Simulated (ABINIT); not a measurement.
# Quasiparticle gap of MgS (F-43m) in ABINIT

Wanted: ground state, empty states, screening and self-energy for MgS (F-43m).

Calculated with ABINIT 10.8.3; LDA and many-body steps on it, plane waves.

## 1. Set-up

It takes space group F-43m (No. 216, cubic). The conventional cell has a = 5.666 Å, b = 5.666 Å, c = 5.666 Å, α = 90.00°, β = 90.00°, γ = 90.00°. Mg has 4 S at 2.45 Å nearest. S has 4 Mg at 2.45 Å nearest. Farther neighbours and most contacts between anions are not listed.

The cell and positions are those that the Materials Project relaxed with its own functionals (PBE, PBE+U or r2SCAN), kept fixed. This is not the form that MgS usually takes at ambient conditions.

## 2. Ground state

This step: ABINIT 10.8.3; DFT, LDA, plane waves, norm-conserving pseudopotentials.

The ground-state density comes first.

run.abi reads:

```
acell 3*1.0 Angstrom
rprim 
  -0.000000000000 2.833120046800 2.833120046800
  2.833120046800 0.000000000000 2.833120046800
  2.833120046800 2.833120046800 -0.000000000000
ntypat 2
znucl 12 16
natom 2
typat 1 2
xred 
  0.000000000000 0.000000000000 0.000000000000
  0.750000000000 0.750000000000 0.750000000000
pp_dirpath "pseudos"
pseudos "Mg.upf, S.upf"
ecut 38
ngkpt 6 6 6
nshiftk 1
shiftk 0 0 0
kptopt 1
chksymbreak 0
nband 13
occopt 1
tolvrs 1e-10
nstep 60
prtwf 0
optforces 0
optstress 0
indata_prefix "in"
outdata_prefix "out"
tmpdata_prefix "tmp"
```

Started as:

```
$ OMP_NUM_THREADS=1 mpirun -n 4 abinit run.abi > log
```

Numbers of over 12 decimals in the logs are rounded to 6 here.

Output:

```text
.Version 10.8.3 of ABINIT. v10.8.2 released Aug 2026.

 Symmetries : space group F-4 3 m (#216); Bravais cF (face-center cubic)
================================================================================
 Values of the parameters that define the memory need of the present run
     intxc =       0    ionmov =       0      iscf =       7    lmnmax =       6
     lnmax =       6     mgfft =      45  mpssoang =       3    mqgrid =    3001
     natom =       2  nloc_mem =       1    nspden =       1   nspinor =       1
    nsppol =       1      nsym =      24    n1xccc =    2501    ntypat =       2
    occopt =       1   xclevel =       1
-    mband =          13        mffmem =           1         mkmem =           4
       mpw =        3455          nfft =       91125          nkpt =          16
================================================================================
  Rough estimation (10% accuracy) of disk space for files :
================================================================================

--------------------------------------------------------------------------------
------------- Echo of variables that govern the present computation ------------
--------------------------------------------------------------------------------
 -outvars: echo values of preprocessed input variables --------
            acell      1.8897261259E+00  1.8897261259E+00  1.8897261259E+00 Bohr

      chksymbreak           0
             ecut      3.80000000E+01 Hartree
-          fftalg         312

              ixc       -1012
              kpt      0.00000000E+00  0.00000000E+00  0.00000000E+00
                       1.66666667E-01  0.00000000E+00  0.00000000E+00
                       3.33333333E-01  0.00000000E+00  0.00000000E+00
                       5.00000000E-01  0.00000000E+00  0.00000000E+00
                       1.66666667E-01  1.66666667E-01  0.00000000E+00
                       3.33333333E-01  1.66666667E-01  0.00000000E+00
                       5.00000000E-01  1.66666667E-01  0.00000000E+00
                      -3.33333333E-01  1.66666667E-01  0.00000000E+00
                      -1.66666667E-01  1.66666667E-01  0.00000000E+00
   [... 5 further rows ...]
                      -3.33333333E-01  3.33333333E-01  1.66666667E-01
                      -3.33333333E-01  5.00000000E-01  1.66666667E-01
         kptrlatt        6    0    0      0    6    0      0    0    6
          kptrlen      4.54286774E+01
P           mkmem           4
            natom           2
            nband          13
            ngfft          45      45      45
             nkpt          16
            nstep          60
             nsym          24
           ntypat           2
              occ      2.000000  2.000000  2.000000  2.000000  2.000000  2.000000
                       2.000000  2.000000  0.000000  0.000000  0.000000  0.000000
                       0.000000
        optforces           0
        optstress           0
            prtwf           0
            rprim     -0.0000000000E+00  2.8331200468E+00  2.8331200468E+00
[...]
spgroup         216

           tolvrs      1.00000000E-10

             xred      0.0000000000E+00  0.0000000000E+00  0.0000000000E+00
[...]
znucl       12.00000   16.00000

================================================================================

 chkinp: Checking input parameters for consistency.

================================================================================
== DATASET  1 ==================================================================
-   mpi_nproc: 4, omp_nthreads: 1 (-1 if OMP is not activated)

--- !DatasetInfo
iteration_state: {dtset: 1, }
dimensions: {natom: 2, nkpt: 16, mband: 13, nsppol: 1, nspinor: 1, nspden: 1, mpw: 3455, }
cutoff_energies: {ecut:  38.0, pawecutdg:  -1.0, }
electrons: {nelect:   1.60000000E+01, charge:   0.00000000E+00, occopt:   1.00000000E+00, tsmear:   1.00000000E-02, }

 Real(R)+Recip(G) space primitive vectors, cartesian coordinates (Bohr,Bohr^-1):
 R(1)=  0.0000000  5.3538210  5.3538210  G(1)= -0.0933912  0.0933912  0.0933912
 R(2)=  5.3538210  0.0000000  5.3538210  G(2)=  0.0933912 -0.0933912  0.0933912
 R(3)=  5.3538210  5.3538210  0.0000000  G(3)=  0.0933912  0.0933912 -0.0933912
 Unit cell volume ucvol=  3.0691741E+02 bohr^3
 Angles (23,13,12)=  6.00000000E+01  6.00000000E+01  6.00000000E+01 degrees

 getcut: wavevector=  0.0000  0.0000  0.0000  ngfft=  45  45  45
         ecut(hartree)=     38.000   => boxcut(ratio)=   2.09419

--- Pseudopotential description ------------------------------------------------
- Mg Generated using ONCVPSP code by D. R. Hamann
- 12.00000  10.00000  180309                  znucl, zion, pspdat
12 -1012 1 -1 1510                            pspcod,pspxc,lmax,lloc,mmax
     nproj     2     2     0
  pspatm : epsatm=    9.23542517
         --- l  ekb(1:nproj) -->
[...]
pspatm: atomic psp has been read  and splines computed

- S Generated using ONCVPSP code by D. R. Hamann
- 16.00000   6.00000  180309                  znucl, zion, pspdat
12 -1012 2 -1 1132                            pspcod,pspxc,lmax,lloc,mmax
     nproj     2     2     2
  pspatm : epsatm=    8.64647033
         --- l  ekb(1:nproj) -->
[...]
2   -2.858321   -0.603195
 pspatm: atomic psp has been read  and splines computed

   2.86110328E+02                                ecore*ucvol(ha*bohr**3)
--------------------------------------------------------------------------------

_setup2: Arith. and geom. avg. npw (full set) are    3431.949    3431.921

================================================================================

--- !BeginCycle
iteration_state: {dtset: 1, }
solver: {iscf: 7, nstep: 60, nline: 4, wfoptalg: 0, }
tolerances: {tolvrs: 1.00E-10, }

     iter   Etot(hartree)      deltaE(h)  residm     vres2
 ETOT  1  -70.396311550654    -7.040E+01 1.011E-01 2.069E+02
 ETOT  2  -70.440257941984    -4.395E-02 1.557E-02 1.732E+01
 ETOT  3  -70.442453506449    -2.196E-03 2.160E-03 2.767E-01
 ETOT  4  -70.442471168895    -1.766E-05 5.317E-04 8.459E-03
 ETOT  5  -70.442471434128    -2.652E-07 4.808E-04 1.079E-03
 ETOT  6  -70.442471628755    -1.946E-07 7.718E-05 3.080E-05
 ETOT  7  -70.442471629280    -5.248E-10 8.419E-05 8.962E-07
 ETOT  8  -70.442471629431    -1.511E-10 1.145E-05 9.740E-09
 ETOT  9  -70.442471629426     4.860E-12 1.740E-05 1.812E-10
 ETOT 10  -70.442471629426     6.253E-13 2.122E-06 5.488E-13

 At SCF step   10       vres2   =  5.49E-13 < tolvrs=  1.00E-10 =>converged.

--- !ResultsGS
iteration_state: {dtset: 1, }
comment   : Summary of ground state results
lattice_vectors:
- [ -0.0000000,   5.3538210,   5.3538210, ]
- [  5.3538210,   0.0000000,   5.3538210, ]
- [  5.3538210,   5.3538210,  -0.0000000, ]
lattice_lengths: [   7.57145,    7.57145,    7.57145, ]
lattice_angles: [ 60.000,  60.000,  60.000, ] # degrees, (23, 13, 12)
lattice_volume:   3.0691741E+02
convergence: {deltae:  6.253E-13, res2:  5.488E-13, residm:  2.122E-06, diffor:  0.000E+00, }
etotal    :  -7.04424716E+01
entropy   :   0.00000000E+00
fermie    :   4.79460379E-02
cartesian_stress_tensor: null
pressure_GPa: null
xred      :
- [  0.0000E+00,   0.0000E+00,   0.0000E+00, Mg]
- [  7.5000E-01,   7.5000E-01,   7.5000E-01,  S]
cartesian_forces: null
force_length_stats: {min: null, max: null, mean: null, }

 Integrated electronic density in atomic spheres:
 ------------------------------------------------
 Atom  Sphere_radius  Integrated_density
    1        2.00000          8.32395751
    2        2.00000          3.94228617
================================================================================

 ----iterations are completed or convergence reached----

 Mean square residual over all n,k,spin=   10.529E-09; max=  21.224E-07
 reduced coordinates (array xred) for    2 atoms
       0.000000000000      0.000000000000      0.000000000000
       0.750000000000      0.750000000000      0.750000000000
 rms dE/dt=  0.0000E+00; max dE/dt=  0.0000E+00; dE/dt below (all hartree)
    1       0.000000000000      0.000000000000      0.000000000000
    2       0.000000000000      0.000000000000      0.000000000000

 cartesian coordinates (angstrom) at end:
    1      0.000000     0.000000     0.000000
    2      4.249680     4.249680     4.249680
 length scales=  1.889726125908  1.889726125908  1.889726125908 bohr
              =  1.000000000000  1.000000000000  1.000000000000 angstroms
 prteigrs : about to open file out_EIG
 Fermi (or HOMO) energy (hartree) =   0.04795   Average Vxc (hartree)=  -0.32845
 Eigenvalues (hartree) for nkpt=  16  k points:
 kpt#   1, nband= 13, wtk=  0.00463, kpt=  0.0000  0.0000  0.0000 (reduced coord)
  -2.63992   -1.44285   -1.44285   -1.44285   -0.36548    0.04795    0.04795    0.04795
   0.16427    0.33226    0.33226    0.33226    0.44110
 prteigrs : prtvol=0 or 1, do not print more k-points.

--- !EnergyTerms
iteration_state     : {dtset: 1, }
comment             : Components of total free energy in Hartree
kinetic             :  3.77096612733453E+01
hartree             :  2.54303168411525E+01
xc                  : -1.08903750417185E+01
Ewald energy        : -3.36102739744023E+01
psp_core            :  9.32206241276183E-01
local_psp           : -7.33743636135289E+01
non_local_psp       : -1.66396433555500E+01
total_energy        : -7.04424716294257E+01
total_energy_eV     : -1.91683730362986E+03
band_energy         : -1.46365449291939E+01

== END DATASET(S) ==============================================================
================================================================================

 -outvars: echo values of variables after computation  --------
           etotal     -7.0442471629E+01
            nband          13
             nkpt          16
          spgroup         216
 [... the other variables as echoed above ...]

 Calculation completed.
```

The job ended after 7.7 s (4 MPI ranks of Intel Xeon Platinum 8488C (Sapphire Rapids), shared host; peak memory 0.35 GiB; 29 s of CPU time).

Numbers from this step:

```
total energy               : -1916.8373 eV
gap                        : 3.165 eV
k of the valence top       : 0, 0, 0
k of the conduction bottom : 0, 0, 0
least direct gap           : 3.165 eV
```

The gap is direct, at Γ.

[end of part 1 of 3]

[Paths, hosts, dates, memory and timing lines, banners, echoed tables and standing remarks are left out of the program output.]

[Logs are printed without paths, hosts, clocks, repeated set-up lines and the standing remarks that a program may print on its own settings, such as how far it seeks lower states.]

[Runs of the session that timed out or met a known fault of the program may be left out.]

[Hosts, paths, dates, database ids (printed as entryN), source tags and the programs' standing remarks are cut or masked in the printed files.]

[G0W0 gaps are taken among the corrected bands and points alone; a level outside them can change the order at an edge.]

[Where Ansatz stands beside ABINIT at settings called matched, ABINIT's density can come from a denser mesh and the files from another edition; pairs whose starting gaps differed by over 0.03 eV were left out, so agreement reads better than it is.]
